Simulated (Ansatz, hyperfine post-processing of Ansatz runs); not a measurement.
# Reading the 31P spectrum of Na3FeP2O8

Calculated values: DFT, PBEsol+U, plane-wave PAW, default files (PAW set soft_2), collinear spin, scalar-relativistic (Ansatz), contact and point-dipole shifts scaled to 340 K with Θ = 0 K (a pure Curie law); spin-only moments, above the ordering temperature.

```cif
data_structure
_symmetry_space_group_name_H-M 'P 1'
_symmetry_Int_Tables_number 1
_cell_length_a 5.2576
_cell_length_b 5.2576
_cell_length_c 14.0740
_cell_angle_alpha 91.764
_cell_angle_beta 91.764
_cell_angle_gamma 57.876
_cell_volume 329.27
loop_
_atom_site_label
_atom_site_type_symbol
_atom_site_fract_x
_atom_site_fract_y
_atom_site_fract_z
_atom_site_occupancy
Fe1 Fe 0.00000 0.00000 0.50000 1
Fe2 Fe 0.00000 0.00000 0.00000 1
P3 P 0.64831 0.68769 0.38845 1
P4 P 0.68769 0.64831 0.88845 1
P5 P 0.31231 0.35169 0.11155 1
P6 P 0.35169 0.31231 0.61155 1
Na7 Na 0.29052 0.37102 0.36594 1
Na8 Na 0.62898 0.70948 0.13406 1
Na9 Na 0.37102 0.29052 0.86594 1
Na10 Na 0.70948 0.62898 0.63406 1
Na11 Na 0.94951 0.05049 0.25000 1
Na12 Na 0.05049 0.94951 0.75000 1
O13 O 0.77876 0.55160 0.29133 1
O14 O 0.44840 0.22124 0.20867 1
O15 O 0.22124 0.44840 0.70867 1
O16 O 0.55160 0.77876 0.79133 1
O17 O 0.43633 0.78213 0.96353 1
O18 O 0.21787 0.56367 0.53647 1
O19 O 0.56367 0.21787 0.03647 1
O20 O 0.78213 0.43633 0.46353 1
O21 O 0.85360 0.29632 0.88586 1
O22 O 0.70368 0.14640 0.61414 1
O23 O 0.14640 0.70368 0.11414 1
O24 O 0.29632 0.85360 0.38586 1
O25 O 0.92860 0.72832 0.91611 1
O26 O 0.27168 0.07140 0.58389 1
O27 O 0.07140 0.27168 0.08389 1
O28 O 0.72832 0.92860 0.41611 1
```

31P MAS at 11.7 T (201.8 MHz), 40 kHz, 340 K; contact and dipolar shift alone, no orbital or quadrupolar part; lines under 1.5 % of the strongest are left out. NMR lines, with heights relative to the strongest:

| position (ppm) | intensity |
| --- | --- |
| 11108.2 | 6.7 |
| 11306.4 | 29 |
| 11504.5 | 50 |
| 11702.7 | 100 |
| 11900.9 | 88 |
| 12099.1 | 17 |
| 12297.2 | 3.5 |

**Question.** Which lines are isotropic ones rather than spinning sidebands, and which P atoms give them?

Sidebands are spaced by 198 ppm (the spinning rate over the resonance of 201.8 MHz). An isotropic line need not be the tallest: it is the area-weighted centre of its own family of sidebands, and the one that stays put when the rate is changed. Isotropic shifts: 11703 ppm for atom 3 and the 3 atoms equivalent to it (3 Fe through links of 129° (1), 143° (1) and 152° (1)), reduced anisotropy -524 ppm.

[Logs are printed without paths, hosts, clocks, repeated set-up lines and the standing remarks that a program may print on its own settings, such as how far it seeks lower states.]

[Hosts, paths, dates, database ids (printed as entryN), source tags and the programs' standing remarks are cut or masked in the printed files.]
